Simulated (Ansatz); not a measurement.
## GePbO3 (model cell, started as cubic perovskite with Ge in the octahedra): phonons and vibrational spectra

Wanted: phonon frequencies of GePbO3 (model cell, started as cubic perovskite with Ge in the octahedra) and what follows from them.

Program: Ansatz 0.2.0. Level of theory: DFT PBEsol, scalar-relativistic, plane waves, PAW. Results are calculated unless marked as measured.

Most raw output is cut from this account.

The structure was built from a prototype and need not be the compound's stable phase.

**1. The structure**

It takes space group Pm-3m (No. 221, cubic). The conventional cell has a = 3.783 Å, b = 3.783 Å, c = 3.783 Å, α = 90.00°, β = 90.00°, γ = 90.00°. Pb has 12 O at 2.67 Å nearest. Nearest to Ge lie 6 O at 1.89 Å. O has 2 Ge at 1.89 Å and 4 Pb at 2.67 Å nearest. Farther neighbours and most contacts between anions are not listed.

Structure file:

```cif
data_structure
_symmetry_space_group_name_H-M 'P 1'
_symmetry_Int_Tables_number 1
_cell_length_a 3.7828
_cell_length_b 3.7828
_cell_length_c 3.7828
_cell_angle_alpha 90.000
_cell_angle_beta 90.000
_cell_angle_gamma 90.000
_cell_volume 54.13
loop_
_atom_site_label
_atom_site_type_symbol
_atom_site_fract_x
_atom_site_fract_y
_atom_site_fract_z
_atom_site_occupancy
Pb1 Pb 0.00000 0.00000 0.00000 1
Ge2 Ge 0.50000 0.50000 0.50000 1
O3 O 0.50000 0.50000 0.00000 1
O4 O 0.50000 0.00000 0.50000 1
O5 O 0.00000 0.50000 0.50000 1
```

**2. Coarse relaxation**

A rough relaxation comes first, because large forces or stress need no tight tolerances yet.

File input.yaml:

```yaml
crystal:
  lattice:
    - [3.7828, 0.0, 0.0]
    - [0.0, 3.7828, 0.0]
    - [0.0, 0.0, 3.7828]
  atoms:
    - { symbol: Pb, position: [0.0, 0.0, 0.0] }
    - { symbol: Ge, position: [0.5, 0.5, 0.5] }
    - { symbol: O, position: [0.5, 0.5, 0.0] }
    - { symbol: O, position: [0.5, 0.0, 0.5] }
    - { symbol: O, position: [0.0, 0.5, 0.5] }
kpoints:
  mp_grid: { grid: [6, 6, 6] }
hamiltonian:
  xc: pbesol
scf:
  occupations: { method: gaussian, width: 0.1 }
output:
  forces: true
  stress: true
  eigenvalues: true
relax:
  adjacent_minimum: "off"
  f_tol: 0.05
  max_steps: 80
  cell: { stress_tol: 0.5 }
```

Started as:

```console
> ansatz run input.yaml --threads 8 --pin off --max-ram 14336MiB --backend cpu --events-out ev --progress --plain --runs-dir out
```

Elapsed: 5.7 s, on 8 threads of Intel Xeon at 2.70GHz, shared host; peak memory 0.46 GiB.

Relaxation path:

```tsv
step	energy less that of the first step (eV)	largest force component (eV/Å)	pressure (GPa)	volume (Å³)
1	0.0000	0.0000	9.42	54.13
2	-0.0576	0.0000	1.86	56.05
3	-0.0585	0.0000	0.12	56.55
4*	-0.0721	0.0000	0.52	56.55
5	-0.0717	0.0000	0.03	56.69
6*	-0.0729	0.0000	0.04	56.69
```

Relaxation steps marked * repeat the geometry before them on a plane-wave basis chosen anew for their cell, so energy and pressure can jump there.

The run keeps the 48 symmetry operations that it works with, so distortions that break them were not tested.

```tsv
conventional cell, symmetrised	before	after	change
a (Å)	3.783	3.842	+1.6 %
b (Å)	3.783	3.842	+1.6 %
c (Å)	3.783	3.842	+1.6 %
volume (Å³/atom)	10.83	11.34	+4.7 %
```

Numbers from this step:

| Quantity | Value |
| --- | --- |
| pressure | 0.03845 GPa |
| volume per atom | 11.34 Å³ |
| gap on the k-mesh | 0 eV |

In this step the volume went from 10.83 to 11.34 Å³/atom.

**3. Relaxation**

The cell and atoms are relaxed, since residual forces and stress would shift the frequencies.

input.yaml, the sections that differ from step 2:

```yaml
crystal:
  lattice:
    - [3.8415764711, 0.0, 0.0]
    - [0.0, 3.8415764711, 0.0]
    - [0.0, 0.0, 3.8415764711]
  atoms:
    - { symbol: Pb, position: [0.0, 0.0, 0.0] }
    - { symbol: Ge, position: [0.5, 0.5, 0.5] }
    - { symbol: O, position: [0.5, 0.5, 0.0] }
    - { symbol: O, position: [0.5, 0.0, 0.5] }
    - { symbol: O, position: [0.0, 0.5, 0.5] }
kpoints:
  mp_grid: { grid: [10, 10, 10] }
relax:
  adjacent_minimum: "off"
  f_tol: 0.005
  max_steps: 80
  cell: { stress_tol: 0.05 }
# hamiltonian, scf, output: as in step 2
```

Wall time 4.4 s (8 threads); peak memory 0.53 GiB.

Little changed from the start: no atom moved by 0.005 Å and no cell edge by 0.1 %.

This step gave:

```yaml
pressure: -0.02258 GPa
volume_per_atom: 11.33 Å³
```

In this step the volume went from 11.34 to 11.33 Å³/atom.

**4. Relaxing to small forces for the phonons**

Phonons need a cell at rest on their own settings, so the relaxation is repeated with tight tolerances on forces and stress on the k mesh and occupations of the first response run.

File input.yaml:

```yaml
crystal:
  lattice:
    - [3.8410475312, 0.0, 0.0]
    - [0.0, 3.8410475312, 0.0]
    - [0.0, 0.0, 3.8410475312]
  atoms:
    - { symbol: Pb, position: [0.0, 0.0, 0.0] }
    - { symbol: Ge, position: [0.5, 0.5, 0.5] }
    - { symbol: O, position: [0.5, 0.5, 0.0] }
    - { symbol: O, position: [0.5, 0.0, 0.5] }
    - { symbol: O, position: [0.0, 0.5, 0.5] }
kpoints:
  mp_grid: { grid: [12, 12, 12] }
hamiltonian:
  xc: pbesol
scf:
  occupations: { method: methfessel_paxton, width: 0.2 }
output:
  forces: true
  stress: true
  eigenvalues: true
  write_density: true
  write_potential: true
  elf: true
  volumetric_format: npy
relax:
  adjacent_minimum: "off"
  f_tol: 0.001
  max_steps: 60
  cell: { stress_tol: 0.01 }
```

The job ended after 7.1 s (8 threads; peak memory 0.56 GiB; 41 s of CPU time).

Little changed from the start: no atom moved by 0.005 Å and no cell edge by 0.1 %.

This step gave:

```yaml
pressure: -0.002175 GPa
```

ELF in the ac plane at fractional y = 0.500, with atoms of Ge and O within 0.2 Å of it. It is the smooth field of the valence electrons, not physical close to the nuclei.

Ten even steps from '_' (0.00) to '@' (0.82), each cell a mean:
```
____..==%%@@##**%%@@##--____
______::**@@@@@@@@%%++..____
--::....--**######++::....--
%%##==....----==--::..::++##
@@@@##==::::::..::::::++%%@@
##%%@@**--..______::--##@@%%
--##@@**--..______..==##@@**
**%%@@**--..______::--##@@##
@@@@%%++::::......::--**@@@@
@@%%++::..::------::..--**%%
++==....::++******==....::==
....__..++%%@@@@@@##==..__..
____..==%%@@%%##%%@@##::____
____..++@@@@**--##@@%%--____
```
Columns run along a (3.8 Å), rows up along c (3.8 Å). Atoms in or near the plane, at fractional coordinates: Ge at (0.50, 0.50), O at (0.50, 0.00), O at (0.00, 0.50).

Electrostatic potential energy in the ac plane at fractional y = 0.500, with atoms of Ge and O within 0.2 Å of it. With pseudopotentials it is smooth inside the atoms' cores, unlike the true potential.

Ten even steps from '_' (-36 eV) to '@' (16 eV), each cell a mean:
```
@@@@@@@@@@==..__..**@@@@@@@@
@@@@@@@@@@##==::==%%@@@@@@@@
@@@@@@@@@@%%####%%%%@@@@@@@@
@@@@@@@@%%##**++**##%%@@@@@@
++**%%%%##==------++##%%%%**
__::**%%++::......--**%%==..
____==##==::____..--++##::__
__..++##++::..__..--**##==..
--==%%%%**--::::::==##%%##==
%%@@@@@@%%**++==++##%%@@@@@@
@@@@@@@@@@%%####%%%%@@@@@@@@
@@@@@@@@@@%%++==**%%@@@@@@@@
@@@@@@@@@@==..__::**@@@@@@@@
@@@@@@@@%%--______++@@@@@@@@
```
Columns run along a (3.8 Å; values clipped at the 3rd and 97th percentile), rows up along c (3.8 Å). Atoms in or near the plane, at fractional coordinates: Ge at (0.50, 0.50), O at (0.50, 0.00), O at (0.00, 0.50).

Valence density in the ac plane at fractional y = 0.500, with atoms of Ge and O within 0.2 Å of it. It is the smooth field of the valence electrons, not physical close to the nuclei.

Values in e/Å³, 14 rows by 14 columns, each cell a mean:
```
 0  0  0  0  1  2  5  6  4  2  1  0  0  0
 0  0  0  0  0  1  2  3  2  1  0  0  0  0
 0  0  0  0  0  1  1  1  1  0  0  0  0  0
 1  0  0  0  0  0  1  1  1  0  0  0  0  1
 2  1  1  0  0  1  2  3  2  1  0  0  1  2
 5  4  2  1  1  3 12 20  9  2  1  1  2  4
 7  5  2  1  1  6 26 46 20  3  1  1  3  6
 6  4  2  1  1  4 16 26 12  2  1  1  2  5
 3  2  1  0  0  1  4  6  3  1  0  1  1  2
 1  1  0  0  0  0  1  1  1  0  0  0  0  1
 0  0  0  0  0  0  1  1  1  0  0  0  0  0
 0  0  0  0  0  1  2  2  2  1  0  0  0  0
 0  0  0  0  1  2  4  5  4  1  0  0  0  0
 0  0  0  0  1  3  6  7  5  2  1  0  0  0
```
Columns run along a (3.8 Å), rows up along c (3.8 Å). Atoms in or near the plane, at fractional coordinates: Ge at (0.50, 0.50), O at (0.50, 0.00), O at (0.00, 0.50).

The forces vanish by symmetry and the pressure is -0.002 GPa, within the tolerances set. The cell now holds 11.33 Å³/atom.

**5. Linear response at the zone centre**

The zone centre comes first: it holds the modes that light can see, as far as symmetry allows. No field response is asked, since the mesh shows no gap.

input.yaml, the sections that differ from step 4:

```yaml
crystal:
  lattice:
    - [3.8406457686, 0.0, 0.0]
    - [0.0, 3.8406457686, 0.0]
    - [0.0, 0.0, 3.8406457686]
  atoms:
    - { symbol: Pb, position: [0.0, 0.0, 0.0] }
    - { symbol: Ge, position: [0.5, 0.5, 0.5] }
    - { symbol: O, position: [0.5, 0.5, 0.0] }
    - { symbol: O, position: [0.5, 0.0, 0.5] }
    - { symbol: O, position: [0.0, 0.5, 0.5] }
output:
  eigenvalues: true
phonons:
  method: dfpt
# kpoints, hamiltonian, scf: as in step 4
# relax: removed
```

Wall time 59 s (8 threads); peak memory 2 GiB.

Numbers from this step:

```
sum-rule residual before enforcement                    : 6.39e-5 eV/Å²
point group                                             : m-3m
highest optical mode at the zone centre (no LO-TO term) : 557.3 cm⁻¹
lowest optical zone-centre mode                         : 47.52 cm⁻¹
```

Patterns of degenerate modes are one choice out of their space. The modes at Γ (shares of kinetic energy by element, %):

```tsv
mode	frequency (cm⁻¹)	symmetry	Pb %	Ge %	O %
1	0.0	acoustic	63	22	15
2	0.0	acoustic	63	22	15
3	0.0	acoustic	63	22	15
4	47.5	T1u	31	11	58
5	47.5	T1u	31	11	58
6	47.5	T1u	31	11	58
7	203.0	T1u	6	64	30
8	203.0	T1u	6	64	30
9	203.0	T1u	6	64	30
10	271.0	T2u	0	0	100
11	271.0	T2u	0	0	100
12	271.0	T2u	0	0	100
13	557.3	T1u	0	3	96
14	557.3	T1u	0	3	96
15	557.3	T1u	0	3	96
```

Displacements in mode 4 (47.5 cm⁻¹), the largest set to 1:
```
Pb1 -0.02  0.03  0.31
Ge2  0.02 -0.03 -0.31
O3   0.07 -0.11 -0.64
O4   0.07 -0.07 -1.00
O5   0.05 -0.11 -1.00
```

Displacements in mode 14 (557.3 cm⁻¹), the largest set to 1:
```
Pb1  0.00  0.00  0.00
Ge2  0.00  0.06 -0.10
O3   0.00  0.18  1.00
O4   0.00 -0.68 -0.26
O5   0.00  0.18 -0.26
```

Before it was imposed, the acoustic sum rule was missed by 6.4e-5 eV/Å². Small misses are needed for a sound result but don't prove that mesh and cutoff are converged. The lowest optical mode is real, 47.5 cm⁻¹.

**6. The dispersion**

Stability and thermal properties need the whole zone. Linear response on a 4×4×4 q mesh gives force constants as far as a supercell of that size would.

Changes to input.yaml since step 5:

```diff
@@ -21 +21,8 @@
   method: dfpt
+  qmesh: [4, 4, 4]
+  temperatures: { t_max: 1000, t_step: 50 }
+  qpath:
+    path:
+      - [[0.0, 0.0, 0.0], [0.0, 0.5, 0.0], [0.5, 0.5, 0.0], [0.0, 0.0, 0.0], [0.5, 0.5, 0.5], [0.0, 0.5, 0.0]]
+      - [[0.5, 0.5, 0.5], [0.5, 0.5, 0.0]]
+    npoints: 10
```

Run time: 25 min. Hardware: 8 threads; peak memory 6.6 GiB.

Numbers from this step:

```
sum-rule residual before enforcement                    : 6.42e-5 eV/Å²
lowest frequency on the path                            : 0 cm⁻¹
highest frequency on the path or at a solved wavevector : 737 cm⁻¹
mean frequency                                          : 280.1 cm⁻¹
Debye temperature (second moment)                       : 617 K
logarithmic mean frequency                              : 218.1 cm⁻¹
lowest mode on the q mesh (acoustic modes at Γ apart)   : 43.85 cm⁻¹
zero-point energy per atom                              : 52.09 meV
heat capacity at 300 K                                  : 20.85 J/(mol atoms K)
vibrational entropy at 300 K                            : 26.13 J/(mol atoms K)
```

Frequencies (cm⁻¹) solved at each irreducible wavevector; negative means imaginary. Frequencies by wavevector, by row:

```tsv
q in reciprocal lattice units	star	mode 1	mode 2	mode 3	mode 4	mode 13	mode 14	mode 15
0 0 0	1	0	0	0	47.5	557.3	557.3	557.3
0 0 0.25	6	43.9	43.9	93.5	129.7	562.2	562.2	636
0 0 -0.5	3	56.1	56.1	122.8	162.3	567.1	567.1	635.1
0 0.25 0.25	12	44.8	52.6	92.2	119.9	488.7	566.1	679.5
0 0.25 -0.5	12	56.8	58.6	86.2	166	456.3	570.1	685.7
0 -0.5 -0.5	3	58	58	60.2	82	429.3	572.9	701.9
0.25 0.25 0.25	8	56	56	76.7	150.1	489.7	489.7	707.7
0.25 0.25 -0.5	12	60.3	65.2	72.8	166	436.4	492.1	715.4
0.25 -0.5 -0.5	6	65.8	65.8	68.1	68.3	387.5	472.2	726.9
-0.5 -0.5 -0.5	1	48.3	48.3	48.3	72.5	341.8	341.8	737
```

Interpolated from a 4×4×4 q mesh. The phonon branches at the labelled points (cm⁻¹):

```tsv
point	branch 1	branch 2	branch 3	branch 4	branch 12	branch 13	branch 14	branch 15
Γ	0	0	0	48	271	557	557	557
halfway	44	44	94	130	421	562	562	636
X	56	56	123	162	447	567	567	635
halfway	57	59	86	166	438	456	570	686
M	58	58	60	82	353	429	573	702
halfway	45	53	92	120	438	489	566	680
Γ	0	0	0	48	271	557	557	557
halfway	56	56	77	150	427	490	490	708
R	48	48	48	72	325	342	342	737
halfway	60	65	73	166	414	436	492	715
X	56	56	123	162	447	567	567	635
jump to R	48	48	48	72	325	342	342	737
halfway	66	66	68	68	347	388	472	727
M	58	58	60	82	353	429	573	702
```

Tetrahedra on a 16×16×16 mesh, mean over bins of 10 cm-1. Interpolated from a 4×4×4 q mesh. Table of phonon density of states by wavenumber; read off at these points:

wavenumber (cm⁻¹), phonon density of states (1/cm⁻¹/cell) and a bar:
```
        5     0.0000 
       25     0.0020 #
       45     0.0382 ############
       55     0.0958 ##############################
       65     0.0714 ######################
       85     0.0353 ###########
      105     0.0134 ####
      125     0.0173 #####
      145     0.0222 #######
      165     0.0284 #########
      185     0.0331 ##########
      205     0.0214 #######
      225     0.0485 ###############
      245     0.0305 ##########
      265     0.0431 #############
      285     0.0464 ###############
      305     0.0668 #####################
      315     0.0715 ######################
      325     0.0400 #############
      345     0.0015 
      365     0.0057 ##
      375     0.0064 ##
      395     0.0093 ###
      415     0.0149 #####
      435     0.0409 #############
      455     0.0073 ##
      475     0.0075 ##
      495     0.0086 ###
      515     0.0102 ###
      535     0.0124 ####
      555     0.0251 ########
      575     0.0015 
      595     0.0006 
      615     0.0009 
      635     0.0014 
      655     0.0051 ##
      675     0.0090 ###
      695     0.0167 #####
      715     0.0120 ####
      735     0.0041 #
```

The partial phonon density of states has structure finer than the step of the table below, so its rows give means over 20 cm⁻¹, whole bins alone (the curve runs from -10 to 769 cm⁻¹). Peaks (cm⁻¹: height): Ge 185.9: 0.0168, 239.8: 0.0175, 264.3: 0.0203, 283.8: 0.0175, 308.3: 0.0170, 435.7: 0.00363; O 127.1: 0.0188, 190.8: 0.0182, 225.1: 0.0258, 313.2: 0.0511, 435.7: 0.0331, 558.1: 0.0272, 700.1: 0.0162; Pb 58.6: 0.0842.

Phonopy on the run's constants, 15x15x15 mesh, Gaussian sigma 5.6 cm-1. Interpolated from a 4×4×4 q mesh. Table of partial phonon density of states by wavenumber; means over each step; values in 1/cm⁻¹/cell:

```tsv
wavenumber (cm⁻¹)	Ge	O	Pb
0	1.1e-5	1.1e-5	5.6e-5
20	2.0e-4	1.2e-4	0.00175
40	0.00124	5.9e-4	0.0255
60	0.00182	0.00188	0.0714
80	0.00193	0.00359	0.0318
100	0.00143	0.00708	0.0106
120	0.00200	0.0127	0.00183
140	0.00394	0.0152	5.3e-4
160	0.00933	0.0164	4.2e-4
180	0.0157	0.0136	3.9e-4
200	0.0127	0.0133	3.9e-4
220	0.0150	0.0227	7.6e-4
240	0.0154	0.0197	6.4e-4
260	0.0164	0.0208	7.3e-4
280	0.0152	0.0266	8.0e-4
300	0.0154	0.0443	7.7e-4
320	0.0133	0.0384	9.3e-4
340	0.00110	0.00405	1.0e-4
360	2.0e-4	0.00425	1.8e-5
380	2.8e-4	0.00700	3.2e-5
400	5.1e-4	0.00950	5.7e-5
420	0.00130	0.0191	1.1e-4
440	0.00281	0.0257	1.7e-4
460	1.8e-4	0.00810	1.7e-5
480	2.8e-5	0.00764	1.4e-5
500	6.3e-5	0.00900	1.1e-5
520	1.3e-4	0.00961	1.2e-5
540	2.8e-4	0.0149	1.0e-5
560	5.5e-4	0.0220	5.3e-6
580	1.1e-4	0.00421	0
600	2.8e-5	6.1e-4	0
620	5.3e-5	9.7e-4	8.3e-7
640	1.1e-4	0.00216	1.3e-5
660	2.6e-4	0.00558	3.2e-5
680	4.0e-4	0.0103	4.0e-5
700	4.0e-4	0.0152	2.6e-5
720	2.1e-4	0.0105	6.1e-6
740	2.8e-5	0.00260	0
```

Harmonic thermodynamic functions per atom, from the density of states. Interpolated from a 4×4×4 q mesh. Thermodynamic functions, by row:

```tsv
T (K)	F_vib (meV/atom)	S (J/mol-atom/K)	C_V (J/mol-atom/K)
0	52.09	0	0
50	51.54	3.176	5.098
100	48.53	8.444	10.63
200	34.52	18.29	17.67
300	11.34	26.13	20.85
400	-19.09	32.37	22.39
500	-55.36	37.46	23.22
600	-96.47	41.74	23.71
700	-141.7	45.42	24.02
800	-190.5	48.65	24.23
900	-242.4	51.51	24.37
1000	-297.1	54.08	24.48
```

Harmonic mean-square displacement, third of the trace. Interpolated from a 4×4×4 q mesh. Mean square displacements, by row:

```tsv
T (K)	Pb1 U_eq (Å²)	Ge2 U_eq (Å²)	O3 U_eq (Å²)	O4 U_eq (Å²)	O5 U_eq (Å²)
0	0.00131	0.00112	0.00382	0.00382	0.00382
100	0.00341	0.00151	0.00461	0.00461	0.00461
300	0.00971	0.00332	0.00905	0.00905	0.00905
600	0.01933	0.00637	0.01691	0.01691	0.01691
```

Symmetry leaves 10 wavevectors to solve. The lowest mode among them, the acoustic zeros apart, lies at q = (0, 0, 0.25) and is real, 43.9 cm⁻¹.

**7. What came out**

```yaml
space_group_after_relaxation_within_0p01_a: Pm-3m
volume_per_atom: 11.3 Å³
electronic_character: no gap on this mesh
highest_optical_mode_at_the_zone_centre_no_lo_to_term: 557 cm⁻¹
lowest_optical_zone_centre_mode: 47.5 cm⁻¹
lowest_mode_on_the_q_mesh_acoustic_modes_at_gamma_apart: 43.9 cm⁻¹
highest_frequency_on_the_path_or_at_a_solved_wavevector: 737 cm⁻¹
zero_point_energy_per_atom: 52.1 meV
heat_capacity_at_300_k: 20.9 J/(mol atoms K)
vibrational_entropy_at_300_k: 26.1 J/(mol atoms K)
debye_temperature_second_moment: 617 K
imaginary_modes_on_the_4x4x4_q_mesh: none
```

**Reading.** The structure is a minimum as far as tested: no mode is imaginary at the 10 irreducible wavevectors of the 4×4×4 mesh, and the softest away from the acoustic zeros lies at 44 cm⁻¹. The optical modes at Γ span 48 to 557 cm⁻¹. The highest mode in this list at Γ, 557.3 cm⁻¹, is mostly motion of O (96 % of the kinetic energy). With no gap, or one that is small against the smearing, the frequencies hang on the k mesh and the smearing, most of all near Kohn anomalies. A semilocal functional can close a gap that the real compound would have, so the metallic treatment may be an artefact of the level. Spin-orbit coupling is left out, which can matter for the heavy elements here. A phonon run warned that its eigensolver left some bands unconverged in a pass. The starting cell was built on a prototype and not taken from a measurement, so the phase need not exist. These are harmonic frequencies at zero temperature: anharmonic shifts, linewidths and thermal expansion are left out.

[Logs are printed without paths, hosts, clocks, repeated set-up lines and the standing remarks that a program may print on its own settings, such as how far it seeks lower states.]

[Hosts, paths, dates, database ids (printed as entryN), source tags and the programs' standing remarks are cut or masked in the printed files.]
